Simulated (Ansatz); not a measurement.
## Work function of Li(100): what the settings cost and change

How far do cutoff, k-mesh and smearing move the work function of Li(100)?

Calculated with Ansatz 0.2.0; plane-wave DFT, PBE, Ansatz PAW.

Report form: the programs' logs are mostly left out.

## (1) The structure

The cell holds 7 atoms: 7 Li. Its edges and angles: a = 3.490 Å, b = 3.490 Å, c = 28.470 Å, α = 90.0°, β = 90.0°, γ = 90.0°. Vacuum lies along c.

## (2) Slab, setting cutoff 200 eV

A work function rests on the faint tail of the density, so the SCF threshold is tight. The cutoff is raised first; then mesh and smearing are varied at the default cutoff.

input.yaml reads:

```yaml
crystal:
  lattice:
    - [3.49, 0.0, 0.0]
    - [0.0, 3.49, 0.0]
    - [0.0, 0.0, 28.47]
  atoms:
    - { symbol: Li, position: [0.0, 0.0, 0.3161222339] }
    - { symbol: Li, position: [0.5, 0.5, 0.3774148226] }
    - { symbol: Li, position: [0.0, 0.0, 0.4387074113] }
    - { symbol: Li, position: [0.5, 0.5, 0.5] }
    - { symbol: Li, position: [0.0, 0.0, 0.5612925887] }
    - { symbol: Li, position: [0.5, 0.5, 0.6225851774] }
    - { symbol: Li, position: [0.0, 0.0, 0.6838777661] }
kpoints:
  mp_grid: { grid: [12, 12, 1] }
hamiltonian:
  xc: pbe
scf:
  occupations: { method: fermi_dirac, width: 0.1 }
  convergence: { dr2_threshold: 1.0e-09 }
efield:
  axis: 3
  dipole_correction: true
  ramp_position: 0.97
  ramp_width: 0.06
basis:
  ecutwfc: "200 eV"
output:
  write_potential: true
  write_density: true
  volumetric_format: npy
  elf: true
```

Started as:

```console
> ansatz run input.yaml --threads 2 --pin off --max-ram 3072MiB --backend cpu --events-out ev --progress --plain --runs-dir out
```

It took 9.5 s on 2 threads of Arm Neoverse N1, shared host; peak memory 0.32 GiB.

Numbers from this step:

```yaml
energy_at_zero_smearing: -1430.2110 eV
work_function_upper_face: 3.047 eV
```

Running mean over 1.745 Å of the planar mean; the ramp of the sawtooth is left out. Table of electron's electrostatic potential energy less the Fermi level by z:

```
z (Å)  electron's electrostatic potential energy less the Fermi level (eV)
    4                                                                 3.04
    5                                                                 3.03
    6                                                                 2.98
    7                                                                 2.66
    8                                                                 1.04
    9                                                               -0.782
   10                                                               -0.713
   11                                                               -0.617
   12                                                               -0.619
   13                                                               -0.607
   14                                                               -0.613
   15                                                               -0.609
   16                                                               -0.612
   17                                                               -0.619
   18                                                               -0.641
   19                                                               -0.818
   20                                                               -0.197
   21                                                                 2.19
   22                                                                 2.89
   23                                                                 3.02
   24                                                                 3.04
   25                                                                 3.05
```

Valence density in the ca plane at fractional y = 0.000, with atoms of Li within 0.2 Å of it. It is the smooth field of the valence electrons, not physical close to the nuclei.

Values in e/Å³, 5 rows by 16 columns, each cell a mean:
```
1.5 0.2 0.1 0.4 1.3 0.1 0.1 1.6 0.1 0.1 0.5 1.2 0.0 0.0 0.0 0.0
0.0 0.1 0.1 0.0 0.1 0.1 0.1 0.1 0.0 0.1 0.1 0.0 0.0 0.0 0.0 0.0
0.0 0.1 0.1 0.1 0.1 0.1 0.1 0.1 0.1 0.1 0.1 0.0 0.0 0.0 0.0 0.0
0.1 0.1 0.1 0.1 0.1 0.1 0.1 0.1 0.1 0.1 0.1 0.1 0.0 0.0 0.0 0.0
2.9 0.3 0.1 0.8 2.4 0.1 0.1 3.0 0.2 0.1 1.0 2.2 0.0 0.0 0.0 0.0
```
Columns run along c (16.0 Å, from fractional 0.30 to 0.86 of the cell), rows up along a (3.5 Å). Atoms in or near the plane, at fractional coordinates: Li at (0.32, 0.00), Li at (0.44, 0.00), Li at (0.56, 0.00), Li at (0.68, 0.00).

ELF in the ca plane at fractional y = 0.000, with atoms of Li within 0.2 Å of it. It is the smooth field of the valence electrons, not physical close to the nuclei.

Values, 5 rows by 16 columns, each cell a mean:
```
0.48 0.27 0.56 0.24 0.35 0.45 0.34 0.45 0.23 0.58 0.27 0.37 0.09 0.06 0.00 0.00
0.34 0.56 0.61 0.40 0.35 0.58 0.55 0.32 0.46 0.63 0.51 0.33 0.31 0.09 0.00 0.00
0.69 0.71 0.63 0.59 0.60 0.63 0.62 0.60 0.59 0.65 0.72 0.67 0.46 0.09 0.01 0.00
0.19 0.46 0.60 0.29 0.22 0.55 0.49 0.19 0.37 0.62 0.37 0.19 0.23 0.08 0.00 0.00
0.72 0.28 0.56 0.32 0.52 0.43 0.31 0.68 0.24 0.57 0.34 0.56 0.07 0.05 0.00 0.00
```
Columns run along c (16.0 Å, from fractional 0.30 to 0.86 of the cell), rows up along a (3.5 Å). Atoms in or near the plane, at fractional coordinates: Li at (0.32, 0.00), Li at (0.44, 0.00), Li at (0.56, 0.00), Li at (0.68, 0.00).

Electrostatic potential energy in the ca plane at fractional y = 0.000, with atoms of Li within 0.2 Å of it. With pseudopotentials it is smooth inside the atoms' cores, unlike the true potential.

Ten even steps from '0' (-30 eV) to '9' (2 eV), each cell a mean:
```
30058999861027999984004899997201689999999999
75689999986578999997657999998656889999999999
88899999999899999999889999999888999999999999
99999999999999999999999999999999999999999999
99999999999999999999999999999999999999999999
99999999999999999999999999999999999999999999
87889999988789999998888999999878899999999999
52268999974248999986226899998413789999999999
10048999850016999983003899986100589999999999
```
Columns run along c (16.0 Å, from fractional 0.30 to 0.86 of the cell; values clipped at the 3rd and 97th percentile), rows up along a (3.5 Å). Atoms in or near the plane, at fractional coordinates: Li at (0.32, 0.00), Li at (0.44, 0.00), Li at (0.56, 0.00), Li at (0.68, 0.00).

The work function is 3.047 eV.

## (3) Slab

input.yaml: that of step 2 with these lines changed.

```diff
@@ -26,3 +26,3 @@
 basis:
-  ecutwfc: "200 eV"
+  ecutwfc: "300 eV"
 output:
@@ -31,2 +31 @@
   volumetric_format: npy
-  elf: true
```

Wall time 14 s (2 threads); peak memory 0.39 GiB.

The work function is 3.036 eV, -0.011 eV from the run “cutoff 200 eV”, at 1.5 times its CPU time.

## (4) Slab

input.yaml: that of step 3 with these lines changed.

```diff
@@ -26,3 +26,3 @@
 basis:
-  ecutwfc: "300 eV"
+  ecutwfc: "420 eV"
 output:
```

The job ended after 21 s (2 threads; peak memory 0.5 GiB; 36 s of CPU time).

The work function is 3.036 eV, -0.012 eV from the run “cutoff 200 eV”, at 2.2 times its CPU time.

## (5) Run

input.yaml: that of step 4 with these lines changed.

```diff
@@ -26,3 +26,3 @@
 basis:
-  ecutwfc: "420 eV"
+  ecutwfc: "600 eV"
 output:
```

Run time: 39 s. Hardware: 2 threads; peak memory 0.72 GiB; 68 s of CPU time.

The work function is 3.036 eV, +0.000 eV from the run “cutoff 420 eV”, at 1.9 times its CPU time.

## (6) Run

input.yaml: that of step 5 with these lines changed.

```diff
@@ -14,3 +14,3 @@
 kpoints:
-  mp_grid: { grid: [12, 12, 1] }
+  mp_grid: { grid: [2, 2, 1] }
 hamiltonian:
@@ -25,4 +25,2 @@
   ramp_width: 0.06
-basis:
-  ecutwfc: "600 eV"
 output:
```

Wall time 3.6 s (2 threads); peak memory 0.4 GiB; 3.6 s of CPU time.

The work function is 3.323 eV, +0.288 eV from the run “cutoff 420 eV”, at 0.10 times its CPU time.

## (7) Run

input.yaml: that of step 6 with these lines changed.

```diff
@@ -14,3 +14,3 @@
 kpoints:
-  mp_grid: { grid: [2, 2, 1] }
+  mp_grid: { grid: [4, 4, 1] }
 hamiltonian:
```

Wall time 6.7 s (2 threads); peak memory 0.39 GiB.

The work function is 3.017 eV, -0.018 eV from the run “cutoff 420 eV”, at 0.21 times its CPU time.

## (8) Slab

input.yaml: that of step 7 with these lines changed.

```diff
@@ -14,3 +14,3 @@
 kpoints:
-  mp_grid: { grid: [4, 4, 1] }
+  mp_grid: { grid: [8, 8, 1] }
 hamiltonian:
```

Run time: 11 s. Hardware: 2 threads; peak memory 0.44 GiB; 19 s of CPU time.

The work function is 3.040 eV, +0.004 eV from the run “cutoff 420 eV”, at 0.52 times its CPU time.

## (9) Slab

input.yaml: that of step 8 with these lines changed.

```diff
@@ -14,3 +14,3 @@
 kpoints:
-  mp_grid: { grid: [8, 8, 1] }
+  mp_grid: { grid: [18, 18, 1] }
 hamiltonian:
```

The job ended after 40 s (2 threads; peak memory 0.68 GiB).

The work function is 3.035 eV, -0.001 eV from the run “cutoff 420 eV”, at 2.0 times its CPU time.

## (10) Run

input.yaml: that of step 9 with these lines changed.

```diff
@@ -14,3 +14,3 @@
 kpoints:
-  mp_grid: { grid: [18, 18, 1] }
+  mp_grid: { grid: [12, 12, 1] }
 hamiltonian:
@@ -18,3 +18,3 @@
 scf:
-  occupations: { method: fermi_dirac, width: 0.1 }
+  occupations: { method: gaussian, width: 0.05 }
   convergence: { dr2_threshold: 1.0e-09 }
```

Wall time 21 s (2 threads); peak memory 0.5 GiB.

The work function is 3.013 eV, -0.023 eV from the run “cutoff 420 eV”, at 0.96 times its CPU time.

## (11) Run

input.yaml: that of step 10 with these lines changed.

```diff
@@ -18,3 +18,3 @@
 scf:
-  occupations: { method: gaussian, width: 0.05 }
+  occupations: { method: methfessel_paxton, width: 0.2 }
   convergence: { dr2_threshold: 1.0e-09 }
```

The job ended after 21 s (2 threads; peak memory 0.51 GiB; 34 s of CPU time).

The work function is 3.033 eV, -0.003 eV from the run “cutoff 420 eV”, at 0.95 times its CPU time.

## (12) Slab

input.yaml: that of step 11 with these lines changed.

```diff
@@ -18,3 +18,3 @@
 scf:
-  occupations: { method: methfessel_paxton, width: 0.2 }
+  occupations: { method: fermi_dirac, width: 0.3 }
   convergence: { dr2_threshold: 1.0e-09 }
```

It took 24 s on 2 threads; peak memory 0.53 GiB; 40 s of CPU time.

The work function is 3.143 eV, +0.108 eV from the run “cutoff 420 eV”, at 1.1 times its CPU time.

## (13) Slab

input.yaml: that of step 12 with these lines changed.

```diff
@@ -18,3 +18,3 @@
 scf:
-  occupations: { method: fermi_dirac, width: 0.3 }
+  occupations: { method: cold, width: 0.1 }
   convergence: { dr2_threshold: 1.0e-09 }
```

Elapsed: 21 s, on 2 threads; peak memory 0.51 GiB; 34 s of CPU time.

The work function is 3.022 eV, -0.014 eV from the run “cutoff 420 eV”, at 0.95 times its CPU time.

## (14) The series together

Times are for 2 threads of Arm Neoverse N1, shared host. Results by setting:

```
no.                            setting  work function, upper face (eV)   time  memory (GiB)
  1                      cutoff 200 eV                           3.047  9.5 s          0.32
  2                      cutoff 300 eV                           3.036   14 s          0.39
  3                      cutoff 420 eV                           3.036   21 s           0.5
  4                      cutoff 600 eV                           3.036   39 s          0.72
  5                           mesh 2x2                           3.323  3.6 s           0.4
  6                           mesh 4x4                           3.017  6.7 s          0.39
  7                           mesh 8x8                           3.040   11 s          0.44
  8                         mesh 18x18                           3.035   40 s          0.68
  9          Gaussian smearing 0.05 eV                           3.013   21 s           0.5
 10  methfessel_paxton smearing 0.2 eV                           3.033   21 s          0.51
 11        fermi_dirac smearing 0.3 eV                           3.143   24 s          0.53
 12               cold smearing 0.1 eV                           3.022   21 s          0.51
```

## (15) The same run with other settings

An input spoilt on purpose, to show how the run answers: it repeats the earlier run “cutoff 200 eV” with efield.amplitude to 3.0, and scf.max_iter set to 60; its output block differs too.

input.yaml: that of step 13 with these lines changed.

```diff
@@ -18,4 +18,5 @@
 scf:
-  occupations: { method: cold, width: 0.1 }
+  occupations: { method: fermi_dirac, width: 0.1 }
   convergence: { dr2_threshold: 1.0e-09 }
+  max_iter: 60
 efield:
@@ -25,2 +26,5 @@
   ramp_width: 0.06
+  amplitude: 3.0
+basis:
+  ecutwfc: "200 eV"
 output:
```

Elapsed: 21 s, on 2 threads; peak memory 0.31 GiB; 34 s of CPU time.

The fault (a field far too strong) makes this run a check alone; its numbers are not taken further.

## (16) Outcome

| Item | Value |
| --- | --- |
| work function, cutoff 420 eV | 3.036 eV |
| work function, cutoff 600 eV | 3.036 eV |
| work function, mesh 2x2 | 3.323 eV |
| work function, Gaussian smearing 0.05 eV | 3.013 eV |

What this shows: The run at the highest cutoff gives 3.04 eV, and the settings tried spread the value from 3.01 to 3.32 eV. Against 600 eV, a cutoff of 200 eV is off by +0.012 eV. Against 600 eV, a cutoff of 420 eV is off by -0.000 eV. Against the finest mesh, 18 points along a, the coarser ones are off by +0.29 (2), -0.02 (4) and +0.01 (8) eV. The smearing schemes and widths spread it over 0.13 eV. The ladder's slabs use the tabulated experimental lattice constant (two decimals; a low-temperature value for the alkali metals). In 1 run of the series (cutoff 200 eV) the program warns that electrons reach the sawtooth's ramp, which makes dipole and work function less sure.

[Logs are printed without paths, hosts, clocks, repeated set-up lines and the standing remarks that a program may print on its own settings, such as how far it seeks lower states.]

[Hosts, paths, dates, database ids (printed as entryN), source tags and the programs' standing remarks are cut or masked in the printed files.]

[Maps of the electrostatic potential energy from Ansatz leave out the sawtooth potential of an applied field or a dipole correction, so their vacuum need not be flat; planar profiles and work functions include it.]
